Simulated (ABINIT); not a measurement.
# Rb2LiAlF6 (Fm-3m): RPA correlation energy against the basis, part 2 of 2

How does the RPA correlation energy of Rb2LiAlF6 (Fm-3m) approach its basis limit?

ABINIT 10.8.3; PBEsol and many-body steps on it, plane waves.

So far. Step 2 (Empty states on the mesh, 2×2×2 mesh, 492 bands): On this mesh the gap is 7.106 eV. Step 3 (RPA energy: 2×2×2 mesh, 101 bands, screening to 43.5 eV): Local fields lower ε∞ by 7 %. On a Γ-centred mesh this coarse the value itself is usually too large, while a short band sum pulls it down.

### Step 5. RPA energy: 2×2×2 mesh, 302 bands, screening to 108.8 eV

Level of this step: RPA screening on PBEsol, plane waves, norm-conserving pseudopotentials (ABINIT).

Contents of run.abi:

```
acell 3*1.0 Angstrom
rprim 
  0.000000000000 4.113943000000 4.113943000000
  4.113943000000 0.000000000000 4.113943000000
  4.113943000000 4.113943000000 -0.000000000000
ntypat 4
znucl 37 3 13 9
natom 10
typat 1 1 2 3 4 4 4 4 4 4
xred 
  0.750000000000 0.750000000000 0.750000000000
  0.250000000000 0.250000000000 0.250000000000
  0.500000000000 0.500000000000 0.500000000000
  0.000000000000 0.000000000000 0.000000000000
  0.774175000000 0.225825000000 0.225825000000
  0.225825000000 0.225825000000 0.774175000000
  0.225825000000 0.774175000000 0.774175000000
  0.225825000000 0.774175000000 0.225825000000
  0.774175000000 0.225825000000 0.774175000000
  0.774175000000 0.774175000000 0.225825000000
pp_dirpath "pseudos"
pseudos "Rb.upf, Li.upf, Al.upf, F.upf"
ecut 36
ngkpt 2 2 2
nshiftk 1
shiftk 0 0 0
kptopt 1
chksymbreak 0
istwfk *1
occopt 1
irdwfk 1
optdriver 3
nband 302
ecuteps 4
inclvkb 2
awtr 1
symchi 1
gwcalctyp 1
nfreqre 0
nfreqim 8
gwrpacorr 1
indata_prefix "in"
outdata_prefix "out"
tmpdata_prefix "tmp"
```

Run with:

```sh
> OMP_NUM_THREADS=1 mpirun -n 4 abinit run.abi > log
```

Numbers of over 12 decimals in the logs are rounded to 6 here.

The program printed:

```text
.Version 10.8.3 of ABINIT. v10.8.2 released Aug 2026.

 Symmetries : space group Fm -3 m (#225); Bravais cF (face-center cubic)
[... echo of the input left out ...]
== DATASET  1 ==================================================================
-   mpi_nproc: 4, omp_nthreads: 1 (-1 if OMP is not activated)

--- !DatasetInfo
iteration_state: {dtset: 1, }
dimensions: {natom: 10, nkpt: 3, mband: 302, nsppol: 1, nspinor: 1, nspden: 1, mpw: 9756, }
cutoff_energies: {ecut:  36.0, pawecutdg:  -1.0, }
[...]
[... chi0 elements left out ...]
  [... further frequencies ...]

 For q-point:  0.000010 0.000020 0.000030
  dielectric constant =   2.0971
  dielectric constant without local fields =   2.2932

  Average fulfillment of the sum rule on Im[epsilon] for q-point    1 :     70.62  [%]
[... wings left out ...]
  q-point number  2        q = ( 0.500000, 0.000000, 0.000000) [r.l.u.]
--------------------------------------------------------------------------------
[... chi0 elements left out ...]
  [... further frequencies ...]

  Average fulfillment of the sum rule on Im[epsilon] for q-point    2 :     74.00  [%]

 [... 1 further q-points ...]
```

It took 1.7 min on 4 MPI ranks of Arm Neoverse V2, shared host; peak memory 2.2 GiB; 6.7 min of CPU time.

This step gave:

| Property | Result |
| --- | --- |
| ε∞ with local fields, on this mesh, along the program's q direction | 2.097 |
| the same without local fields | 2.293 |
| plasma frequency | 25.56 eV |
| plane waves in the screening matrix | 339 |
| RPA correlation energy | -45.13 eV |

### Step 6. RPA energy: 2×2×2 mesh, 448 bands, screening to 144.2 eV

Edit run.abi of step 5 so:

```diff
@@ -32,4 +32,4 @@
 optdriver 3
-nband 302
-ecuteps 4
+nband 448
+ecuteps 5.3
 inclvkb 2
```

The program printed:

```text
.Version 10.8.3 of ABINIT. v10.8.2 released Aug 2026.

 Symmetries : space group Fm -3 m (#225); Bravais cF (face-center cubic)
[... echo of the input left out ...]
== DATASET  1 ==================================================================
-   mpi_nproc: 4, omp_nthreads: 1 (-1 if OMP is not activated)

--- !DatasetInfo
iteration_state: {dtset: 1, }
dimensions: {natom: 10, nkpt: 3, mband: 448, nsppol: 1, nspinor: 1, nspden: 1, mpw: 9756, }
cutoff_energies: {ecut:  36.0, pawecutdg:  -1.0, }
[...]
[... chi0 elements left out ...]
  [... further frequencies ...]

 For q-point:  0.000010 0.000020 0.000030
  dielectric constant =   2.0955
  dielectric constant without local fields =   2.2965

  Average fulfillment of the sum rule on Im[epsilon] for q-point    1 :     78.61  [%]
[... wings left out ...]
  q-point number  2        q = ( 0.500000, 0.000000, 0.000000) [r.l.u.]
--------------------------------------------------------------------------------
[... chi0 elements left out ...]
  [... further frequencies ...]

  Average fulfillment of the sum rule on Im[epsilon] for q-point    2 :     81.24  [%]

 [... 1 further q-points ...]
```

The job ended after 3.6 min (4 MPI ranks; peak memory 3.5 GiB).

This step gave:

| Property | Result |
| --- | --- |
| ε∞ with local fields, on this mesh, along the program's q direction | 2.095 |
| the same without local fields | 2.296 |
| plasma frequency | 25.56 eV |
| plane waves in the screening matrix | 537 |
| RPA correlation energy | -56.1912 eV |

### Step 7. RPA energy: 2×2×2 mesh, 179 bands, screening to 136.1 eV, 4 frequencies

Edit run.abi of step 6 so:

```diff
@@ -32,4 +32,4 @@
 optdriver 3
-nband 448
-ecuteps 5.3
+nband 179
+ecuteps 5
 inclvkb 2
@@ -39,3 +39,3 @@
 nfreqre 0
-nfreqim 8
+nfreqim 4
 gwrpacorr 1
```

The program printed:

```text
.Version 10.8.3 of ABINIT. v10.8.2 released Aug 2026.

 Symmetries : space group Fm -3 m (#225); Bravais cF (face-center cubic)
[... echo of the input left out ...]
== DATASET  1 ==================================================================
-   mpi_nproc: 4, omp_nthreads: 1 (-1 if OMP is not activated)

--- !DatasetInfo
iteration_state: {dtset: 1, }
dimensions: {natom: 10, nkpt: 3, mband: 179, nsppol: 1, nspinor: 1, nspden: 1, mpw: 9756, }
cutoff_energies: {ecut:  36.0, pawecutdg:  -1.0, }
[...]
[... chi0 elements left out ...]
  [... further frequencies ...]

 For q-point:  0.000010 0.000020 0.000030
  dielectric constant =   2.0890
  dielectric constant without local fields =   2.2803

  Average fulfillment of the sum rule on Im[epsilon] for q-point    1 :     53.74  [%]
[... wings left out ...]
  q-point number  2        q = ( 0.500000, 0.000000, 0.000000) [r.l.u.]
--------------------------------------------------------------------------------
[... chi0 elements left out ...]
  [... further frequencies ...]

  Average fulfillment of the sum rule on Im[epsilon] for q-point    2 :     58.77  [%]

 [... 1 further q-points ...]
```

Elapsed: 66 s, on 4 MPI ranks; peak memory 2.2 GiB; 4.4 min of CPU time.

Numbers from this step:

| Item | Value |
| --- | --- |
| ε∞ with local fields, on this mesh, along the program's q direction | 2.089 |
| the same without local fields | 2.280 |
| plasma frequency | 25.56 eV |
| plane waves in the screening matrix | 531 |
| RPA correlation energy | -38.96 eV |

### Step 8. The rungs together

Times are wall times on 4 MPI ranks of Arm Neoverse V2, shared host, good to a factor of about two.

```tsv
bands	cutoff (eV)	plane waves	frequencies	E_c (eV/atom)	time
101	43.5	89	8	-1.552	22 s
179	70.7	169	8	-2.930	47 s
302	108.8	339	8	-4.513	1.7 min
448	144.2	537	8	-5.619	3.6 min
179	136.1	531	4	-3.896	66 s
```

### Step 9. Summary of results

```
2×2×2 mesh, 101 bands, screening to 43.5 eV  : -1.552 eV/atom
2×2×2 mesh, 179 bands, screening to 70.7 eV  : -2.930 eV/atom
2×2×2 mesh, 302 bands, screening to 108.8 eV : -4.513 eV/atom
2×2×2 mesh, 448 bands, screening to 144.2 eV : -5.619 eV/atom
limit by the two highest rungs               : -7.72 eV/atom
```

In words: Rows off the diagonal of bands and cutoff are checks and stay out of the ladder. The energy is still falling: −1.106 eV/atom over the last rung. A line in cutoff^(−3/2) puts the limit near -7.72 eV/atom, 37 % beyond the top rung; the pair below gives -6.26, so the estimate is rough. The value holds the valence electrons of these pseudopotentials alone, on one mesh; differences between structures converge far faster than the total.

[Paths, hosts, dates, memory and timing lines, banners, echoed tables and standing remarks are left out of the program output.]

[Logs are printed without paths, hosts, clocks, repeated set-up lines and the standing remarks that a program may print on its own settings, such as how far it seeks lower states.]

[Runs of the session that timed out or met a known fault of the program may be left out.]

[Hosts, paths, dates, database ids (printed as entryN), source tags and the programs' standing remarks are cut or masked in the printed files.]

[G0W0 gaps are taken among the corrected bands and points alone; a level outside them can change the order at an edge.]

[Where Ansatz stands beside ABINIT at settings called matched, ABINIT's density can come from a denser mesh and the files from another edition; pairs whose starting gaps differed by over 0.03 eV were left out, so agreement reads better than it is.]
